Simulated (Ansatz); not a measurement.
# How fast states decay through LaCBrN2, part 2 of 3

Aim: relax a made-up compound, LaCBrN2, and see how good a tunnel barrier it would be. It is built by putting Br for F in the LaCN2F structure of space group Cmcm, with the volume rescaled by atomic radii. The parent structure comes from the Materials Project.

Ansatz 0.2.0; LDA DFT, plane waves, PAW files (the session's first sound run).

So far. Step 2 (Relaxing the new crystal): The largest force component on a free atom ends at 5.8e-4 eV/Å.

The structure was built from a prototype and need not be the compound's stable phase.

## Step 3: The bulk crystal and its band edges

The energy window and the wavevectors of the next steps follow from the band edges, so these are searched first, off the mesh as well.

Input file input.yaml:

```yaml
crystal:
  lattice:
    - [2.2649854961, -4.8138813468, 0.0]
    - [2.2649854961, 4.8138813468, 0.0]
    - [0.0, 0.0, 6.981872285]
  atoms:
    - { symbol: La, position: [0.2105419187, 0.7894580813, 0.25] }
    - { symbol: La, position: [0.7894580813, 0.2105419187, 0.75] }
    - { symbol: C, position: [0.5, 0.5, 0.5] }
    - { symbol: C, position: [0.5, 0.5, 0.0] }
    - { symbol: "N", position: [0.6241763915, 0.3758236085, 0.0414773722] }
    - { symbol: "N", position: [0.3758236085, 0.6241763915, 0.5414773722] }
    - { symbol: "N", position: [0.6241763915, 0.3758236085, 0.4585226278] }
    - { symbol: "N", position: [0.3758236085, 0.6241763915, 0.9585226278] }
    - { symbol: Br, position: [0.0881754577, 0.9118245423, 0.75] }
    - { symbol: Br, position: [0.9118245423, 0.0881754577, 0.25] }
kpoints:
  mp_grid: { grid: [6, 6, 4] }
  band_path: { path: [VBM, CBM], npoints: 30 }
scf:
  occupations: { method: fixed }
hamiltonian:
  xc: lda
output:
  eigenvalues: true
  write_potential: true
  write_density: true
  volumetric_format: npy
```

Run with:

```
ansatz run input.yaml --threads 2 --pin off --max-ram 4096MiB --backend cpu --events-out ev --progress --plain --runs-dir out
```

Numbers of over 12 decimals in the logs are rounded to 6 here.

Log:

```text
[...]
Crystal: 10 atoms, lattice volume = 152.252 Å³
Basis set: ecut = 420 eV, 2957 PW (Γ)
Bands: 42, of which v1, the nominal top of the filled ones, is band 32 counted from 1 (31 counted from 0)
Symmetry: 8 space group operations
[...]
k-points: 39 of 144
[...]
SCF iter   1: F=—  HF=-19532.226481 eV  |F-HF|=—  |Δ(HF+E_count)|=         —  Δρ=1.06e-2  dr2=1.53e-1  ethr=1.77e-3  ⟨swp⟩=4.8  Hψ=6687  notcnv=0  defer=227
[...]
SCF iter   7: F=-19532.193262 eV  HF=-19532.193262 eV  |F-HF|=8.55e-10  |Δ(HF+E_count)|=   4.91e-9  Δρ=2.65e-6  dr2=1.08e-8  ethr=1.56e-10  ⟨swp⟩=12.3  Hψ=7328  notcnv=0
SCF 1 converged in 7 iterations: F = -19532.193262 eV  dr2 = 1.08e-8
[...]
NSCF: frozen V_eff on 52 k-points
[...]
SCF converged after 7 iterations
Free energy (F): -19532.193262 eV
[...]
Internal energy: -19532.193262 eV  (E = F + TS)
E sigma→0 (E₀):  -19532.193262 eV
Fermi energy:    8.619168 eV
[...]
--- Band table (eV; the first three rows and the last of 39) ---
  k-point 0: bands = [... 28 lower, 7.2825, 7.3349, 7.6213, 7.7371, 11.6172, 11.7582, 11.7671, 11.7916, ... 6 higher]
  k-point 1: bands = [... 28 lower, 7.1089, 7.1778, 7.4425, 7.6780, 11.6429, 11.7182, 11.7521, 11.7527, ... 6 higher]
  k-point 2: bands = [... 28 lower, 7.0506, 7.0506, 7.4582, 7.4582, 11.6784, 11.6784, 11.7374, 11.7374, ... 6 higher]
  k-point 38: bands = [... 28 lower, 7.8190, 7.8190, 8.0739, 8.0739, 11.4722, 11.4722, 11.7463, 11.7463, ... 6 higher]
```

It took 21 s on 2 threads of Intel Xeon Platinum 8488C (Sapphire Rapids), shared host; peak memory 0.58 GiB; 41 s of CPU time.

Reading the cycles: dr2 is the Hartree energy of the density residual (eV), the measure of convergence; HF is the Harris–Foulkes estimate of the energy, which meets the free energy F at convergence.

Numbers from this step:

```
Fermi energy        : 8.619 eV
gap on the k-mesh   : 2.704 eV
gap on path         : 2.704 eV, by band count; negative where bands overlap
direct gap on path  : 2.704 eV
edge places on path : 0, 2.774 1/A along the path
```

The electronic bands at the labelled points (eV, zero at the Fermi level (highest filled level under fixed occupations); v1 is the highest filled band, c1 the lowest empty one):

| point | v4 | v3 | v2 | v1 | c1 | c2 | c3 | c4 |
| --- | --- | --- | --- | --- | --- | --- | --- | --- |
| VBM | -1.09 | -0.99 | -0.72 | 0.00 | 2.70 | 2.71 | 2.92 | 2.94 |
| halfway | -1.34 | -1.28 | -1.00 | -0.88 | 3.00 | 3.14 | 3.15 | 3.17 |
| CBM | -1.09 | -0.99 | -0.72 | 0.00 | 2.70 | 2.71 | 2.92 | 2.94 |

The searched edges give 2.70 eV, as on the mesh.

## Step 4: Decaying states in the gap

This step: LDA DFT, plane waves, PAW files; complex bands by layer matching along the plane's normal (Ansatz 0.2.0).

The same crystal is laid in a cell whose first two vectors span the (001) plane (indices of the standard conventional cell, whose axes can be ordered otherwise than in the bulk input). At fixed energy and wavevector in the plane the solver finds all kz, real and complex. A few wavevectors are listed, (0, 0), (-0.5, 0) and (0.5, 0) (two of them one point) in units of the plane's reciprocal vectors; the slowest state needn't be among them.

Input file input.yaml:

```yaml
crystal:
  lattice:
    - [5.320113995, 0.0, 0.0]
    - [1.92858999, 4.098923986, 0.0]
    - [0.0, 0.0, 6.981872285]
  atoms:
    - { symbol: La, position: [0.4210838374, 0.7894580813, 0.25] }
    - { symbol: La, position: [0.5789161626, 0.2105419187, 0.75] }
    - { symbol: C, position: [0.0, 0.5, 0.5] }
    - { symbol: C, position: [0.0, 0.5, 0.0] }
    - { symbol: "N", position: [0.248352783, 0.3758236085, 0.0414773722] }
    - { symbol: "N", position: [0.751647217, 0.6241763915, 0.5414773722] }
    - { symbol: "N", position: [0.248352783, 0.3758236085, 0.4585226278] }
    - { symbol: "N", position: [0.751647217, 0.6241763915, 0.9585226278] }
    - { symbol: Br, position: [0.1763509154, 0.9118245423, 0.75] }
    - { symbol: Br, position: [0.8236490846, 0.0881754577, 0.25] }
kpoints:
  mp_grid: { grid: [6, 6, 4] }
scf:
  occupations: { method: fixed }
hamiltonian:
  xc: lda
output:
  eigenvalues: true
  transmission:
    leads: [[0, 0]]
    kpoints: [[0.0, 0.0], [-0.5, 0.0], [0.5, 0.0]]
    e_range: [-1.0, 3.7]
    de: 0.08
```

Log:

```text
[...]
Crystal: 10 atoms, lattice volume = 152.252 Å³
Basis set: ecut = 420 eV, 2957 PW (Γ)
Bands: 42, of which v1, the nominal top of the filled ones, is band 32 counted from 1 (31 counted from 0)
Symmetry: 8 space group operations
[...]
k-points: 39 of 144
[...]
SCF iter   1: F=—  HF=-19532.226291 eV  |F-HF|=—  |Δ(HF+E_count)|=         —  Δρ=1.06e-2  dr2=1.53e-1  ethr=1.77e-3  ⟨swp⟩=4.7  Hψ=6641  notcnv=0  defer=232
[...]
SCF iter   7: F=-19532.193261 eV  HF=-19532.193261 eV  |F-HF|=7.24e-10  |Δ(HF+E_count)|=  7.75e-10  Δρ=2.74e-6  dr2=1.17e-8  ethr=1.56e-10  ⟨swp⟩=12.1  Hψ=7403  notcnv=0
SCF 1 converged in 7 iterations: F = -19532.193261 eV  dr2 = 1.17e-8
[...]
transmission: 14 of 42 steps passed
transmission: 28 of 42 steps passed
transmission: 42 of 42 steps passed
SCF converged after 7 iterations
Free energy (F): -19532.193261 eV
[...]
Internal energy: -19532.193261 eV  (E = F + TS)
E sigma→0 (E₀):  -19532.193261 eV
Fermi energy:    8.619157 eV
[...]
--- Band table (eV; the first three rows and the last of 39) ---
  k-point 0: bands = [... 28 lower, 7.2825, 7.3349, 7.6213, 7.7371, 11.6173, 11.7582, 11.7671, 11.7916, ... 6 higher]
  k-point 1: bands = [... 28 lower, 7.1089, 7.1778, 7.4425, 7.6780, 11.6429, 11.7182, 11.7521, 11.7527, ... 6 higher]
  k-point 2: bands = [... 28 lower, 7.0506, 7.0506, 7.4582, 7.4582, 11.6784, 11.6784, 11.7374, 11.7374, ... 6 higher]
  k-point 38: bands = [... 28 lower, 7.8190, 7.8190, 8.0739, 8.0739, 11.4722, 11.4722, 11.7464, 11.7464, ... 6 higher]
--- Transmission ---
  basis      : 187 plane waves across, 14 finite elements along
  points     : 3, as listed
  energies   : 59 from -1.000000 to 3.640000 eV about the Fermi level, 0.080000 eV apart; the leads are filled to 1.351806 eV, and channels, transmission and decay are at 1.320000 eV
  crystal 0  : N4La2Br2C2, at the sites [0, 0], period 6.9819 Å: whole cells are its period
    offset         : up to 0.0000 Å between an atom of the period and one for which it stands
    channels       : 0.000000e0 a spin
    conductance    : none, the energies end too early or step too widely for 300 K: set another output.transmission.e_range or a lower de, or, where they end at an eighth of basis.ecutwfc, a higher one
    slowest decay  : 0.3693 /Å at (-0.5000, 0.0000)
```

It took 78 s on 2 threads; peak memory 0.84 GiB.

Numbers from this step:

```yaml
level_to_which_the_leads_are_filled: 1.352 eV from the Fermi level
decay_constant_at_the_filling_level_zone_centre: 0.4084 Å⁻¹
decay_constant_at_the_filling_level_slowest_listed_point: 0.3693 Å⁻¹
```

K parallel (0, 0); values up to 1.5 1/Å, a degenerate pair printed once or twice; energies at which all values exceed this have no row. Table of Im kz of the slowest decaying states by energy, zero at the highest filled level on the SCF mesh:

| energy (eV) | decay 1 (Å⁻¹) | decay 2 (Å⁻¹) | decay 3 (Å⁻¹) | decay 4 (Å⁻¹) |
| --- | --- | --- | --- | --- |
| -1.00 | 0.292 | 0.297 | 0.368 | 0.481 |
| -0.76 | 0.241 | 0.327 | 0.374 | 0.388 |
| -0.52 | 0.330 | 0.428 | 0.432 | 0.438 |
| -0.28 | 0.392 | 0.439 | 0.455 | 0.490 |
| -0.04 | 0.436 | 0.440 | 0.469 | 0.533 |
| 0.12 | 0.434 | 0.467 | 0.475 | 0.536 |
| 0.36 | 0.432 | 0.482 | 0.502 | 0.530 |
| 0.60 | 0.428 | 0.486 | 0.524 | 0.533 |
| 0.84 | 0.423 | 0.487 | 0.517 | 0.560 |
| 1.08 | 0.417 | 0.486 | 0.509 | 0.585 |
| 1.32 | 0.408 | 0.483 | 0.499 | 0.609 |
| 1.56 | 0.398 | 0.478 | 0.487 | 0.616 |
| 1.80 | 0.386 | 0.471 | 0.472 | 0.609 |
| 2.04 | 0.370 | 0.454 | 0.461 | 0.598 |
| 2.28 | 0.351 | 0.430 | 0.446 | 0.578 |
| 2.52 | 0.326 | 0.396 | 0.424 | 0.547 |
| 2.68 | 0.305 | 0.363 | 0.402 | 0.515 |
| 2.92 | 0.252 | 0.255 | 0.337 | 0.423 |
| 3.16 | 0.160 | 0.238 | 0.285 | 0.563 |
| 3.40 | 0.154 | 0.162 | 0.253 | 0.310 |
| 3.64 | 0.358 | 0.361 | 0.367 | 0.474 |

K parallel (-0.5, 0); values up to 1.5 1/Å, a degenerate pair printed once or twice; energies at which all values exceed this have no row. Im kz of the slowest decaying states against energy, zero at the highest filled level on the SCF mesh:

| energy (eV) | decay 1 (Å⁻¹) | decay 2 (Å⁻¹) | decay 3 (Å⁻¹) | decay 4 (Å⁻¹) |
| --- | --- | --- | --- | --- |
| -1.00 | 0.0343 | 0.141 | 0.490 | 0.575 |
| -0.76 | 0.233 | 0.368 | 0.575 | 0.584 |
| -0.52 | 0.288 | 0.394 | 0.435 | 0.572 |
| -0.28 | 0.326 | 0.475 | 0.479 | 0.567 |
| -0.04 | 0.352 | 0.508 | 0.509 | 0.562 |
| 0.12 | 0.182 | 0.364 | 0.521 | 0.522 |
| 0.36 | 0.292 | 0.377 | 0.530 | 0.538 |
| 0.60 | 0.345 | 0.384 | 0.529 | 0.548 |
| 0.84 | 0.369 | 0.386 | 0.523 | 0.554 |
| 1.08 | 0.375 | 0.384 | 0.510 | 0.555 |
| 1.32 | 0.369 | 0.379 | 0.492 | 0.555 |
| 1.56 | 0.354 | 0.369 | 0.468 | 0.550 |
| 1.80 | 0.330 | 0.354 | 0.437 | 0.541 |
| 2.04 | 0.295 | 0.334 | 0.397 | 0.526 |
| 2.28 | 0.247 | 0.305 | 0.343 | 0.503 |
| 2.52 | 0.172 | 0.255 | 0.263 | 0.465 |
| 2.68 | 0.0642 | 0.108 | 0.220 | 0.418 |
| 2.92 | 0.0387 | 0.0670 | 0.317 | 0.458 |
| 3.16 | 0.0795 | 0.339 | 0.412 | 0.414 |
| 3.40 | 0.0792 | 0.143 | 0.234 | 0.338 |
| 3.64 | 0.243 | 0.332 | 0.382 | 0.707 |

K parallel (0.5, 0); values up to 1.5 1/Å, a degenerate pair printed once or twice; energies at which all values exceed this have no row. The Im kz of the slowest decaying states by energy, zero at the highest filled level on the SCF mesh:

| energy (eV) | decay 1 (Å⁻¹) | decay 2 (Å⁻¹) | decay 3 (Å⁻¹) | decay 4 (Å⁻¹) |
| --- | --- | --- | --- | --- |
| -1.00 | 0.0343 | 0.141 | 0.490 | 0.575 |
| -0.76 | 0.233 | 0.368 | 0.575 | 0.584 |
| -0.52 | 0.288 | 0.394 | 0.435 | 0.572 |
| -0.28 | 0.326 | 0.475 | 0.479 | 0.567 |
| -0.04 | 0.352 | 0.508 | 0.509 | 0.562 |
| 0.12 | 0.182 | 0.364 | 0.521 | 0.522 |
| 0.36 | 0.292 | 0.377 | 0.530 | 0.538 |
| 0.60 | 0.345 | 0.384 | 0.529 | 0.548 |
| 0.84 | 0.369 | 0.386 | 0.523 | 0.554 |
| 1.08 | 0.375 | 0.384 | 0.510 | 0.555 |
| 1.32 | 0.369 | 0.379 | 0.492 | 0.555 |
| 1.56 | 0.354 | 0.369 | 0.468 | 0.550 |
| 1.80 | 0.330 | 0.354 | 0.437 | 0.541 |
| 2.04 | 0.295 | 0.334 | 0.397 | 0.526 |
| 2.28 | 0.247 | 0.305 | 0.343 | 0.503 |
| 2.52 | 0.172 | 0.255 | 0.263 | 0.465 |
| 2.68 | 0.0642 | 0.108 | 0.220 | 0.418 |
| 2.92 | 0.0387 | 0.0670 | 0.317 | 0.458 |
| 3.16 | 0.0795 | 0.339 | 0.412 | 0.414 |
| 3.40 | 0.0792 | 0.143 | 0.234 | 0.338 |
| 3.64 | 0.243 | 0.332 | 0.382 | 0.707 |

At the listed wavevectors the last open channel is at -0.04 eV and the next at +2.76 eV on the grid. At +1.32 eV, the grid energy nearest the filling level (the middle of the gap on the SCF mesh), the slowest state at the listed wavevectors decays with κ = 0.369 Å⁻¹, its amplitude falling by e over 2.7 Å. Through 1 nm of this crystal that state's transmission falls by exp(−2 × 0.369 Å⁻¹ × 10 Å) = 6.2e-4.

## Step 5: Decay over the two-dimensional zone

The listed points could miss the slowest state, so one energy near mid-gap is solved on a mesh of 8×8.

Changes to input.yaml since step 4:

```diff
@@ -24,6 +24,2 @@
   eigenvalues: true
-  transmission:
-    leads: [[0, 0]]
-    kpoints: [[0.0, 0.0], [-0.5, 0.0], [0.5, 0.0]]
-    e_range: [-1.0, 3.7]
-    de: 0.08
+  transmission: { leads: [[0, 0]], kmesh: [8, 8], e_range: [1.35, 1.36], de: 0.05 }
```

Log:

```text
[...]
Crystal: 10 atoms, lattice volume = 152.252 Å³
Basis set: ecut = 420 eV, 2957 PW (Γ)
Bands: 42, of which v1, the nominal top of the filled ones, is band 32 counted from 1 (31 counted from 0)
Symmetry: 8 space group operations
[...]
k-points: 39 of 144
[...]
SCF iter   1: F=—  HF=-19532.226291 eV  |F-HF|=—  |Δ(HF+E_count)|=         —  Δρ=1.06e-2  dr2=1.53e-1  ethr=1.77e-3  ⟨swp⟩=4.7  Hψ=6641  notcnv=0  defer=232
[...]
SCF iter   7: F=-19532.193261 eV  HF=-19532.193261 eV  |F-HF|=7.24e-10  |Δ(HF+E_count)|=  7.75e-10  Δρ=2.74e-6  dr2=1.17e-8  ethr=1.56e-10  ⟨swp⟩=12.1  Hψ=7403  notcnv=0
SCF 1 converged in 7 iterations: F = -19532.193261 eV  dr2 = 1.17e-8
[...]
transmission: 44 of 231 steps passed
transmission: 66 of 231 steps passed
[...]
transmission: 231 of 231 steps passed
SCF converged after 7 iterations
Free energy (F): -19532.193261 eV
[...]
Internal energy: -19532.193261 eV  (E = F + TS)
E sigma→0 (E₀):  -19532.193261 eV
Fermi energy:    8.619157 eV
[...]
--- Band table (eV; the first three rows and the last of 39) ---
  k-point 0: bands = [... 28 lower, 7.2825, 7.3349, 7.6213, 7.7371, 11.6173, 11.7582, 11.7671, 11.7916, ... 6 higher]
  k-point 1: bands = [... 28 lower, 7.1089, 7.1778, 7.4425, 7.6780, 11.6429, 11.7182, 11.7521, 11.7527, ... 6 higher]
  k-point 2: bands = [... 28 lower, 7.0506, 7.0506, 7.4582, 7.4582, 11.6784, 11.6784, 11.7374, 11.7374, ... 6 higher]
  k-point 38: bands = [... 28 lower, 7.8190, 7.8190, 8.0739, 8.0739, 11.4722, 11.4722, 11.7464, 11.7464, ... 6 higher]
--- Transmission ---
  basis      : 187 plane waves across, 11 finite elements along
  points     : 21, standing for a mesh of 8 x 8
  energies   : 1 from 1.350000 to 1.350000 eV about the Fermi level; the leads are filled to 1.351806 eV, and channels, transmission and decay are at 1.350000 eV
[...]
channels       : 0.000000e0 a spin
    conductance    : none, crystal 0 has no channel at the energies, or these end too early or step too widely for 300 K: set another output.transmission.e_range or a lower de, or, where they end at an eighth of basis.ecutwfc, a higher one
    slowest decay  : 0.3568 /Å at (0.3750, 0.0000)
```

Elapsed: 23 s, on 2 threads; peak memory 0.75 GiB.

Numbers from this step:

- least decay constant on the mesh: 0.3568 Å⁻¹

Slowest decay constant (1/Å; 0 where a channel is open) over k1 and k2. At 1.3500 eV from the Fermi level.

Ten even steps from '0' (0.357) to '9' (0.488):
```
55556776
34337973
11136631
00053500
11366311
33797334
56776555
65556555
```
Columns: k1 (b1) from -0.5 to 0.375; rows upwards: k2 (b2) from -0.5 to 0.375.

The least value on the mesh is 0.357 Å⁻¹ at +1.35 eV. At that energy the listed points give about 0.368 Å⁻¹ by interpolation, so the mesh holds no clearly slower state.

## Step 6: Band edges at another level

This step: LDA DFT, plane waves, norm-conserving files (Ansatz 0.2.0).

The edges again with norm-conserving files, at the same atoms.

Input file input.yaml:

```yaml
crystal:
  lattice:
    - [2.2649854961, -4.8138813468, 0.0]
    - [2.2649854961, 4.8138813468, 0.0]
    - [0.0, 0.0, 6.981872285]
  atoms:
    - { symbol: La, position: [0.2105419187, 0.7894580813, 0.25] }
    - { symbol: La, position: [0.7894580813, 0.2105419187, 0.75] }
    - { symbol: C, position: [0.5, 0.5, 0.5] }
    - { symbol: C, position: [0.5, 0.5, 0.0] }
    - { symbol: "N", position: [0.6241763915, 0.3758236085, 0.0414773722] }
    - { symbol: "N", position: [0.3758236085, 0.6241763915, 0.5414773722] }
    - { symbol: "N", position: [0.6241763915, 0.3758236085, 0.4585226278] }
    - { symbol: "N", position: [0.3758236085, 0.6241763915, 0.9585226278] }
    - { symbol: Br, position: [0.0881754577, 0.9118245423, 0.75] }
    - { symbol: Br, position: [0.9118245423, 0.0881754577, 0.25] }
kpoints:
  mp_grid: { grid: [6, 6, 4] }
  band_path: { path: [VBM, CBM], npoints: 30 }
scf:
  occupations: { method: fixed }
hamiltonian:
  xc: lda
  pseudopotentials: { kind: nc }
output:
  eigenvalues: true
```

Log:

```text
Error: no pseudopotential record for La at <dir> Nothing was run.
  By this build's list the table `kind: nc`, `accuracy: standard` of `hamiltonian.pseudopotentials` has no La in this build's library.
Fix: take La from another table that serves this run, or name a record of your own for La alone.
  `kind`, and `accuracy` or `source` (`level` with this project's own files alone, `core` of norm-conserving files with no table named), under `hamiltonian.pseudopotentials` apply to every element of the deck. For LDA this build's library has files of La, which may not all serve this run, under
    kind: paw      source: jth
  To change La alone, name a record of the deck's `kind` under `hamiltonian.pseudopotentials.azcp`, as `La: <path>` (`python -m ansatz.pseudopotential add <file.upf> <file.azcp>` makes one from a UPF file).
  `python` is the interpreter of the environment that holds the engine's wheel, or a checkout's `.venv/bin/python`.
```

It took 0.04 s on 2 threads; peak memory 0.093 GiB.

The program refused the input before any cycle.

The program's message: “Error: no pseudopotential record for La at <dir> Nothing was run.”

## Step 7: A repeat with changed settings

This step: LDA DFT, plane waves, PAW files; complex bands by layer matching along the plane's normal; changed: output.transmission.kpoints = null, output.transmission.kmesh = [8, 8, 1], scf.max_iter = 100 (Ansatz 0.2.0).

This run repeats an earlier one, its twin (the complex run, plane (001)), with three settings changed (output.transmission.kpoints, scf.max_iter, output.transmission.kmesh; files written aside). The setting was drawn as a possible misstep, on purpose. Where the input is shown as a difference, that is against the step before, not the twin.

Input file input.yaml:

```yaml
crystal:
  lattice:
    - [5.320113995, 0.0, 0.0]
    - [1.92858999, 4.098923986, 0.0]
    - [0.0, 0.0, 6.981872285]
  atoms:
    - { symbol: La, position: [0.4210838374, 0.7894580813, 0.25] }
    - { symbol: La, position: [0.5789161626, 0.2105419187, 0.75] }
    - { symbol: C, position: [0.0, 0.5, 0.5] }
    - { symbol: C, position: [0.0, 0.5, 0.0] }
    - { symbol: "N", position: [0.248352783, 0.3758236085, 0.0414773722] }
    - { symbol: "N", position: [0.751647217, 0.6241763915, 0.5414773722] }
    - { symbol: "N", position: [0.248352783, 0.3758236085, 0.4585226278] }
    - { symbol: "N", position: [0.751647217, 0.6241763915, 0.9585226278] }
    - { symbol: Br, position: [0.1763509154, 0.9118245423, 0.75] }
    - { symbol: Br, position: [0.8236490846, 0.0881754577, 0.25] }
kpoints:
  mp_grid: { grid: [6, 6, 4] }
scf:
  occupations: { method: fixed }
  max_iter: 100
hamiltonian:
  xc: lda
output:
  eigenvalues: true
  transmission: { leads: [[0, 0]], e_range: [-1.0, 3.7], de: 0.08, kmesh: [8, 8, 1] }
```

Log:

```text
Error: YAML parse error: error: line 26 column 68: invalid length 3, expected a tuple of size 2
  --> <input>:26:66
   |
24 | …put:
25 | …igenvalues: true
26 | …ransmission: { leads: [[0, 0]], e_range: [-1.0, 3.7], de: 0.08, kmesh: [8, 8, 1] }
   |                                                                  ^ invalid length 3, expected a tuple of size 2
```

Elapsed: 0.03 s, on 2 threads; peak memory 0.03 GiB.

The input was rejected at the start.

The program's message: “Error: YAML parse error: error: line 26 column 68: invalid length 3, expected a tuple of size 2”

The change that led to it: output.transmission.kpoints = null and output.transmission.kmesh = [8, 8, 1].

(Part 2 of 3 ends here.)

[Logs are printed without paths, hosts, clocks, repeated set-up lines and the standing remarks that a program may print on its own settings, such as how far it seeks lower states.]

[Hosts, paths, dates, database ids (printed as entryN), source tags and the programs' standing remarks are cut or masked in the printed files.]
